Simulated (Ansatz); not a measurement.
# KSrCl3: complex band structure

Aim: relax a made-up compound, KSrCl3, and see how good a tunnel barrier it would be. It is built by putting Sr for Pb, K for Cs in the CsPbCl3 structure of space group Pm-3m, with the volume rescaled by atomic radii. The parent structure comes from the Materials Project.

Main program and level: Ansatz 0.2.0; PBE DFT, plane waves, PAW files, in the first sound run; inputs show where later runs differ.

Most raw output is cut from this account.

The structure was built from a prototype and need not be the compound's stable phase.

### 1. Starting point

The structure is cubic, space group Pm-3m (No. 221). Conventional cell: a = 5.690 Å, b = 5.690 Å, c = 5.690 Å, α = 90.00°, β = 90.00°, γ = 90.00°. Nearest to K lie 12 Cl at 4.02 Å. Nearest to Sr lie 6 Cl at 2.85 Å. Nearest to Cl lie 2 Sr at 2.85 Å and 4 K at 4.02 Å. It derives from CsPbCl3. Sr for Pb, K for Cs in the CsPbCl3 structure of space group Pm-3m. Farther neighbours and most contacts between anions are not listed.

### 2. Relaxing the new crystal

The substituted atoms don't fit the parent's cell, so cell and atoms relax together. A small smearing keeps the run stable in case the gap closes on the way.

input.yaml

```yaml
crystal:
  lattice:
    - [5.6902660183, 0.0, 0.0]
    - [0.0, 5.6902660183, 0.0]
    - [0.0, 0.0, 5.6902660183]
  atoms:
    - { symbol: K, position: [0.0, 0.0, 0.0] }
    - { symbol: Sr, position: [0.5, 0.5, 0.5] }
    - { symbol: Cl, position: [0.0, 0.5, 0.5] }
    - { symbol: Cl, position: [0.5, 0.0, 0.5] }
    - { symbol: Cl, position: [0.5, 0.5, 0.0] }
kpoints:
  mp_grid: { grid: [4, 4, 4] }
scf:
  occupations: { method: gaussian, width: 0.03 }
hamiltonian:
  xc: pbe
output:
  forces: true
  stress: true
relax:
  f_tol: 0.02
  max_steps: 60
  cell: {}
```

Run with:

```bash
$ ansatz run input.yaml --threads 2 --pin off --max-ram 4096MiB --backend cpu --events-out ev --progress --plain --runs-dir out
```

It took 5.2 s on 2 threads of Arm Neoverse V2, shared host; peak memory 0.41 GiB.

The steps of the relaxation:

```csv
step,energy less that of the first step (eV),largest force component (eV/Å),pressure (GPa),volume (Å³)
1,0.0000,0.0000,-0.14,184.25
2,-0.0004,0.0000,-0.07,183.60
3,-0.0005,0.0000,0.00,183.00
4*,-0.0005,0.0000,0.00,183.00
```

Relaxation steps marked * repeat the geometry before them on a plane-wave basis chosen anew for their cell, so energy and pressure can jump there.

The run keeps the 48 symmetry operations that it works with, so distortions that break them were not tested.

```csv
"conventional cell, symmetrised",before,after,change
a (Å),5.690,5.677,-0.2 %
b (Å),5.690,5.677,-0.2 %
c (Å),5.690,5.677,-0.2 %
volume (Å³/atom),36.85,36.60,-0.7 %
```

This step gave:

```
free energy  : -8331.5388 eV
Fermi energy : 2.745 eV
pressure     : 7.37e-4 GPa
```

The largest force component on a free atom ends at 8.2e-30 eV/Å.

### 3. The bulk crystal and its band edges

The energy window and the wavevectors of the next steps follow from the band edges, so these are searched first, off the mesh as well.

input.yaml

```yaml
crystal:
  lattice:
    - [5.6773659358, 0.0, 0.0]
    - [0.0, 5.6773659358, 0.0]
    - [0.0, 0.0, 5.6773659358]
  atoms:
    - { symbol: K, position: [0.0, 0.0, 0.0] }
    - { symbol: Sr, position: [0.5, 0.5, 0.5] }
    - { symbol: Cl, position: [0.0, 0.5, 0.5] }
    - { symbol: Cl, position: [0.5, 0.0, 0.5] }
    - { symbol: Cl, position: [0.5, 0.5, 0.0] }
kpoints:
  mp_grid: { grid: [4, 4, 4] }
  band_path: { path: [VBM, CBM], npoints: 30 }
scf:
  occupations: { method: fixed }
hamiltonian:
  xc: pbe
output:
  eigenvalues: true
  write_potential: true
  write_density: true
  volumetric_format: npy
```

Run time: 7 s. Hardware: 2 threads; peak memory 0.38 GiB; 13 s of CPU time.

This step gave:

| Quantity | Value |
| --- | --- |
| Fermi energy | 0.5244 eV |
| gap on the k-mesh | 4.440 eV |
| gap on path | 4.440 eV, by band count; negative where bands overlap |
| direct gap on path | 4.665 eV |
| edge places on path | 0, 0.9584 1/A along the path |

Electronic bands along the path, in eV, zero at the Fermi level (highest filled level under fixed occupations); v1 is the highest filled band, c1 the lowest empty one:

```csv
point,v4,v3,v2,v1,c1,c2,c3,c4
VBM,-1.26,0.00,0.00,0.00,6.02,7.26,7.26,7.26
halfway,-0.84,-0.27,-0.27,-0.21,5.73,6.85,6.99,6.99
CBM,-0.40,-0.23,-0.23,-0.23,4.44,6.10,6.10,6.10
```

The searched edges give 4.44 eV, as on the mesh.

### 4. Decaying states in the gap

This step: PBE DFT, plane waves, PAW files; complex bands by layer matching along the plane's normal (Ansatz 0.2.0).

The same crystal is laid in a cell whose first two vectors span the (001) plane (indices of the standard conventional cell, whose axes can be ordered otherwise than in the bulk input). At fixed energy and wavevector in the plane the solver finds all kz, real and complex. A few wavevectors are listed, (0, 0) and (-0.5, -0.5) in units of the plane's reciprocal vectors; the slowest state needn't be among them.

input.yaml

```yaml
crystal:
  lattice:
    - [5.677365936, 0.0, 0.0]
    - [0.0, 5.677365936, 0.0]
    - [0.0, 0.0, 5.677365936]
  atoms:
    - { symbol: K, position: [0.0, 0.0, 0.0] }
    - { symbol: Sr, position: [0.5, 0.5, 0.5] }
    - { symbol: Cl, position: [0.0, 0.5, 0.5] }
    - { symbol: Cl, position: [0.5, 0.0, 0.5] }
    - { symbol: Cl, position: [0.5, 0.5, 0.0] }
kpoints:
  mp_grid: { grid: [4, 4, 4] }
scf:
  occupations: { method: fixed }
hamiltonian:
  xc: pbe
output:
  eigenvalues: true
  transmission:
    leads: [[0, 0]]
    kpoints: [[0.0, 0.0], [-0.5, -0.5]]
    e_range: [-1.0, 5.44]
    de: 0.11
```

Wall time 71 s (2 threads); peak memory 0.89 GiB; 1.9 min of CPU time.

Numbers from this step:

```yaml
level_to_which_the_leads_are_filled: 2.220 eV from the Fermi level
decay_constant_at_the_filling_level_zone_centre: 0.3422 Å⁻¹
decay_constant_at_the_filling_level_slowest_listed_point: 0.3422 Å⁻¹
```

K parallel (0, 0); values up to 1.5 1/Å, a degenerate pair printed once or twice; energies at which all values exceed this have no row. Table of Im kz of the slowest decaying states by energy, zero at the highest filled level on the SCF mesh:

```csv
energy (eV),decay 1 (Å⁻¹),decay 2 (Å⁻¹),decay 3 (Å⁻¹),decay 4 (Å⁻¹)
-1.00,0.135,0.282,0.596,1.13
-0.67,0.0844,0.370,0.419,1.10
-0.34,0.247,0.256,0.467,0.578
-0.01,0.160,0.331,0.492,0.516
0.32,0.233,0.439,0.543,0.572
0.54,0.262,0.479,0.554,0.603
0.87,0.293,0.517,0.561,0.632
1.20,0.315,0.540,0.561,0.649
1.53,0.329,0.553,0.556,0.658
1.86,0.338,0.545,0.558,0.661
2.19,0.342,0.530,0.557,0.659
2.52,0.342,0.512,0.551,0.654
2.85,0.336,0.490,0.541,0.645
3.18,0.322,0.466,0.527,0.633
3.51,0.297,0.442,0.510,0.618
3.84,0.254,0.421,0.488,0.600
4.06,0.210,0.408,0.470,0.586
4.39,0.0798,0.391,0.441,0.563
4.72,0.375,0.405,0.537,0.674
5.05,0.360,0.362,0.506,0.634
5.38,0.307,0.343,0.471,0.578
```

K parallel (-0.5, -0.5); values up to 1.5 1/Å, a degenerate pair printed once or twice; energies at which all values exceed this have no row. Im kz of the slowest decaying states against energy, zero at the highest filled level on the SCF mesh:

```csv
energy (eV),decay 1 (Å⁻¹),decay 2 (Å⁻¹),decay 3 (Å⁻¹),decay 4 (Å⁻¹)
-1.000,0.496,0.896,0.944,1.13
-0.450,0.168,0.652,0.964,1.01
-0.010,0.214,0.264,0.698,0.984
0.540,0.323,0.458,0.724,0.915
0.980,0.352,0.666,0.730,0.775
1.530,0.374,0.724,0.737,0.968
1.970,0.385,0.712,0.739,0.949
2.520,0.392,0.688,0.731,0.920
2.960,0.393,0.661,0.719,0.892
3.510,0.390,0.620,0.697,0.851
3.950,0.383,0.578,0.674,0.814
4.500,0.371,0.513,0.639,0.760
5.050,0.353,0.427,0.596,0.697
```

At the listed wavevectors the last open channel is at -0.01 eV and the next at +4.50 eV on the grid. At +2.19 eV, the grid energy nearest the filling level (the middle of the gap on the SCF mesh), the slowest state at the listed wavevectors decays with κ = 0.342 Å⁻¹, its amplitude falling by e over 2.9 Å. Through 1 nm of this crystal that state's transmission falls by exp(−2 × 0.342 Å⁻¹ × 10 Å) = 0.0011.

### 5. Band edges at another level

This step: LDA DFT, plane waves, PAW files (Ansatz 0.2.0).

The edges again with LDA, at the same atoms.

input.yaml

```yaml
crystal:
  lattice:
    - [5.6773659358, 0.0, 0.0]
    - [0.0, 5.6773659358, 0.0]
    - [0.0, 0.0, 5.6773659358]
  atoms:
    - { symbol: K, position: [0.0, 0.0, 0.0] }
    - { symbol: Sr, position: [0.5, 0.5, 0.5] }
    - { symbol: Cl, position: [0.0, 0.5, 0.5] }
    - { symbol: Cl, position: [0.5, 0.0, 0.5] }
    - { symbol: Cl, position: [0.5, 0.5, 0.0] }
kpoints:
  mp_grid: { grid: [4, 4, 4] }
  band_path: { path: [VBM, CBM], npoints: 30 }
scf:
  occupations: { method: fixed }
hamiltonian:
  xc: lda
output:
  eigenvalues: true
```

It took 6.8 s on 2 threads; peak memory 0.37 GiB; 13 s of CPU time.

This step gave:

| Quantity | Value |
| --- | --- |
| free energy | -8083.4489 eV |
| Fermi energy | 0.2820 eV |
| gap on the k-mesh | 4.073 eV |
| gap on path | 4.073 eV, by band count; negative where bands overlap |
| direct gap on path | 4.306 eV |

Electronic bands along the path, in eV, zero at the Fermi level (highest filled level under fixed occupations); v1 is the highest filled band, c1 the lowest empty one:

```csv
point,v4,v3,v2,v1,c1,c2,c3,c4
VBM,-1.32,0.00,0.00,0.00,5.70,6.96,6.96,6.96
halfway,-0.89,-0.28,-0.28,-0.21,5.40,6.56,6.72,6.72
CBM,-0.41,-0.23,-0.23,-0.23,4.07,5.81,5.81,5.81
```

The searched edges give 4.07 eV, as on the mesh.

Between step 3 and this run (LDA) the value for the gap on the k-mesh moves from 4.44 eV to 4.07 eV.

### 6. Complex bands at another level

This step: LDA DFT, plane waves, PAW files; complex bands by layer matching along the plane's normal (Ansatz 0.2.0).

The complex bands at that level, over its own gap, at (0, 0) and (-0.5, -0.5).

input.yaml

```yaml
crystal:
  lattice:
    - [5.677365936, 0.0, 0.0]
    - [0.0, 5.677365936, 0.0]
    - [0.0, 0.0, 5.677365936]
  atoms:
    - { symbol: K, position: [0.0, 0.0, 0.0] }
    - { symbol: Sr, position: [0.5, 0.5, 0.5] }
    - { symbol: Cl, position: [0.0, 0.5, 0.5] }
    - { symbol: Cl, position: [0.5, 0.0, 0.5] }
    - { symbol: Cl, position: [0.5, 0.5, 0.0] }
kpoints:
  mp_grid: { grid: [4, 4, 4] }
scf:
  occupations: { method: fixed }
hamiltonian:
  xc: lda
output:
  eigenvalues: true
  transmission:
    leads: [[0, 0]]
    kpoints: [[0.0, 0.0], [-0.5, -0.5]]
    e_range: [-1.0, 5.07]
    de: 0.1
```

Elapsed: 73 s, on 2 threads; peak memory 0.9 GiB.

Numbers from this step:

```yaml
level_to_which_the_leads_are_filled: 2.037 eV from the Fermi level
decay_constant_at_the_filling_level_zone_centre: 0.3252 Å⁻¹
decay_constant_at_the_filling_level_slowest_listed_point: 0.3252 Å⁻¹
```

K parallel (0, 0); values up to 1.5 1/Å, a degenerate pair printed once or twice; energies at which all values exceed this have no row. Table of Im kz of the slowest decaying states by energy, zero at the highest filled level on the SCF mesh:

```csv
energy (eV),decay 1 (Å⁻¹),decay 2 (Å⁻¹),decay 3 (Å⁻¹),decay 4 (Å⁻¹)
-1.00,0.183,0.228,0.571,1.11
-0.70,0.0706,0.364,0.408,1.09
-0.40,0.0972,0.114,0.447,0.719
-0.10,0.125,0.274,0.447,0.493
0.00,0.160,0.330,0.484,0.503
0.20,0.207,0.399,0.519,0.535
0.50,0.250,0.459,0.533,0.582
0.80,0.279,0.495,0.539,0.609
1.10,0.299,0.517,0.539,0.626
1.40,0.312,0.530,0.534,0.635
1.70,0.321,0.525,0.536,0.639
2.00,0.325,0.512,0.537,0.639
2.30,0.325,0.495,0.533,0.635
2.60,0.319,0.476,0.525,0.628
2.90,0.306,0.456,0.514,0.618
3.20,0.282,0.436,0.499,0.606
3.50,0.243,0.417,0.481,0.591
3.80,0.176,0.401,0.459,0.573
4.10,0.387,0.432,0.553,0.708
4.40,0.373,0.401,0.530,0.674
4.70,0.360,0.364,0.503,0.639
5.00,0.317,0.346,0.473,0.601
```

K parallel (-0.5, -0.5); values up to 1.5 1/Å, a degenerate pair printed once or twice; energies at which all values exceed this have no row. Table of Im kz of the slowest decaying states by energy, zero at the highest filled level on the SCF mesh:

```csv
energy (eV),decay 1 (Å⁻¹),decay 2 (Å⁻¹),decay 3 (Å⁻¹),decay 4 (Å⁻¹)
-1.00,0.511,0.888,0.951,1.11
-0.70,0.600,0.928,1.05,1.08
-0.40,0.188,0.648,0.950,0.967
-0.10,0.250,0.676,0.696,0.962
0.00,0.00305,0.0185,0.265,0.683
0.20,0.273,0.289,0.694,0.806
0.50,0.317,0.429,0.703,0.906
0.80,0.337,0.553,0.707,0.835
1.10,0.353,0.707,0.709,0.957
1.40,0.365,0.702,0.717,0.947
1.70,0.373,0.694,0.720,0.935
2.00,0.379,0.683,0.720,0.920
2.30,0.383,0.669,0.715,0.904
2.60,0.385,0.652,0.708,0.885
2.90,0.385,0.632,0.699,0.865
3.20,0.384,0.609,0.687,0.843
3.50,0.381,0.582,0.673,0.818
3.80,0.376,0.551,0.657,0.791
4.10,0.370,0.516,0.638,0.762
4.40,0.362,0.475,0.617,0.731
4.70,0.352,0.426,0.593,0.696
5.00,0.341,0.366,0.566,0.658
```

At the listed wavevectors the last open channel is at -0.10 eV and the next at +4.10 eV on the grid. At +2.00 eV, the grid energy nearest the filling level (the middle of the gap on the SCF mesh), the slowest state at the listed wavevectors decays with κ = 0.325 Å⁻¹, its amplitude falling by e over 3.1 Å; the first such run, plane (001), gave 0.342 Å⁻¹.

### 7. A repeat with changed settings: scf.lower_state_search = "off"

This step: PBE DFT, plane waves, PAW files; complex bands by layer matching along the plane's normal; changed: scf.lower_state_search = "off" (Ansatz 0.2.0).

This run repeats an earlier one, its twin (the complex run, plane (001)), with one setting changed (scf.lower_state_search; files written aside). It is meant to test how the run responds. Where the input is shown as a difference, that is against the step before, not the twin.

input.yaml, as its differences from that of step 6:

```diff
@@ -15,4 +15,5 @@
   occupations: { method: fixed }
+  lower_state_search: "off"
 hamiltonian:
-  xc: lda
+  xc: pbe
 output:
@@ -22,3 +23,3 @@
     kpoints: [[0.0, 0.0], [-0.5, -0.5]]
-    e_range: [-1.0, 5.07]
-    de: 0.1
+    e_range: [-1.0, 5.44]
+    de: 0.11
```

The job ended after 71 s (2 threads; peak memory 0.89 GiB).

This step gave:

```yaml
free_energy: -8331.5388 eV
fermi_energy: 0.5244 eV
gap_on_the_k_mesh: 4.440 eV
level_to_which_the_leads_are_filled: 2.220 eV from the Fermi level
decay_constant_at_the_filling_level_zone_centre: 0.3422 Å⁻¹
decay_constant_at_the_filling_level_slowest_listed_point: 0.3422 Å⁻¹
```

K parallel (0, 0); values up to 1.5 1/Å, a degenerate pair printed once or twice; energies at which all values exceed this have no row. Table of Im kz of the slowest decaying states by energy, zero at the highest filled level on the SCF mesh:

(Unchanged from step 4.)

K parallel (-0.5, -0.5); values up to 1.5 1/Å, a degenerate pair printed once or twice; energies at which all values exceed this have no row. Table of Im kz of the slowest decaying states by energy, zero at the highest filled level on the SCF mesh:

```csv
energy (eV),decay 1 (Å⁻¹),decay 2 (Å⁻¹),decay 3 (Å⁻¹),decay 4 (Å⁻¹)
-1.00,0.496,0.896,0.944,1.13
-0.78,0.583,0.932,1.03,1.10
-0.45,0.168,0.652,0.964,1.01
-0.23,0.226,0.679,0.871,0.976
-0.01,0.214,0.264,0.698,0.984
0.32,0.304,0.353,0.717,0.894
0.54,0.323,0.458,0.724,0.915
0.76,0.339,0.550,0.728,0.863
1.09,0.357,0.725,0.730,0.981
1.31,0.367,0.728,0.733,0.975
1.53,0.374,0.724,0.737,0.968
1.86,0.383,0.716,0.739,0.954
2.08,0.387,0.708,0.738,0.944
2.30,0.390,0.698,0.736,0.932
2.52,0.392,0.688,0.731,0.920
2.85,0.393,0.668,0.723,0.899
3.07,0.393,0.654,0.715,0.884
3.29,0.392,0.638,0.707,0.868
3.62,0.388,0.610,0.692,0.842
3.84,0.385,0.589,0.681,0.823
4.06,0.381,0.566,0.668,0.804
4.39,0.374,0.528,0.647,0.771
4.61,0.367,0.498,0.632,0.748
4.83,0.360,0.465,0.615,0.724
5.16,0.348,0.406,0.586,0.683
5.38,0.339,0.357,0.565,0.654
```

The energy agrees with the twin's within 2e-6 eV and the result to the printed digits, after as many cycles: the change makes no difference here.

### 8. A repeat with changed settings: scf.mixing.algorithm = "anderson" and scf.mixing.beta = 0.5

This step: PBE DFT, plane waves, PAW files; complex bands by layer matching along the plane's normal; changed: scf.mixing.algorithm = "anderson", scf.mixing.beta = 0.5 (Ansatz 0.2.0).

This run repeats an earlier one, its twin (the complex run, plane (001)), with two settings changed (scf.mixing.algorithm, scf.mixing.beta; files written aside). It is meant to test whether the numerical route changes the result or only the time. Where the input is shown as a difference, that is against the step before, not the twin.

input.yaml, as its differences from that of step 7:

```diff
@@ -15,3 +15,3 @@
   occupations: { method: fixed }
-  lower_state_search: "off"
+  mixing: { algorithm: anderson, beta: 0.5 }
 hamiltonian:
```

Elapsed: 71 s, on 2 threads; peak memory 0.89 GiB; 1.9 min of CPU time.

Numbers from this step:

| Item | Value |
| --- | --- |
| Fermi energy | 0.5243 eV |

K parallel (0, 0); values up to 1.5 1/Å, a degenerate pair printed once or twice; energies at which all values exceed this have no row. Table of Im kz of the slowest decaying states by energy, zero at the highest filled level on the SCF mesh:

```csv
energy (eV),decay 1 (Å⁻¹),decay 2 (Å⁻¹),decay 3 (Å⁻¹),decay 4 (Å⁻¹)
-1.000,0.135,0.282,0.596,1.13
-0.450,0.442,0.836,1.10,1.28
-0.010,0.160,0.331,0.492,0.516
0.540,0.262,0.479,0.554,0.603
0.980,0.301,0.526,0.562,0.639
1.530,0.329,0.553,0.556,0.658
1.970,0.340,0.541,0.558,0.661
2.520,0.342,0.512,0.551,0.654
2.960,0.332,0.482,0.537,0.641
3.510,0.297,0.442,0.510,0.618
3.950,0.234,0.414,0.479,0.593
4.500,0.386,0.430,0.555,0.699
5.050,0.360,0.362,0.506,0.634
```

K parallel (-0.5, -0.5); values up to 1.5 1/Å, a degenerate pair printed once or twice; energies at which all values exceed this have no row. Table of Im kz of the slowest decaying states by energy, zero at the highest filled level on the SCF mesh:

```csv
energy (eV),decay 1 (Å⁻¹),decay 2 (Å⁻¹),decay 3 (Å⁻¹),decay 4 (Å⁻¹)
-1.000,0.496,0.896,0.944,1.13
-0.450,0.168,0.652,0.963,1.01
-0.010,0.214,0.264,0.698,0.984
0.540,0.323,0.458,0.724,0.915
0.980,0.352,0.666,0.730,0.775
1.530,0.374,0.724,0.737,0.968
1.970,0.385,0.712,0.739,0.949
2.520,0.392,0.688,0.731,0.920
2.960,0.393,0.661,0.719,0.892
3.510,0.390,0.620,0.697,0.851
3.950,0.383,0.578,0.674,0.814
4.500,0.371,0.513,0.639,0.760
5.050,0.353,0.427,0.596,0.697
```

The least decay constant is 0.342 Å⁻¹ against 0.342 Å⁻¹ in the twin: no change within 1 %.

### 9. What came out

- band gap: 4.44 eV
- least decay constant at mid-gap, normal to (001): 0.342 Å⁻¹
- least decay constant, LDA: 0.325 Å⁻¹

What this shows: With PBE, the slowest decay at the wavevectors tried is κ = 0.342 Å⁻¹, normal to (001). Through such a film the transmission near mid-gap falls as exp(−2κd), a factor of ten every 3.4 Å. A free electron under a barrier of half the gap would need a mass of 0.20 mₑ to decay at this rate. With LDA the gap goes from 4.44 to 4.07 eV and the decay constant, over the first 2 listed wavevectors, from 0.342 to 0.325 Å⁻¹. The compound is made up by substitution; its stability against other phases and against distortions of the cell's symmetry was not tested. A semilocal functional narrows gaps, so real decay constants are likely larger.

[Logs are printed without paths, hosts, clocks, repeated set-up lines and the standing remarks that a program may print on its own settings, such as how far it seeks lower states.]

[Hosts, paths, dates, database ids (printed as entryN), source tags and the programs' standing remarks are cut or masked in the printed files.]
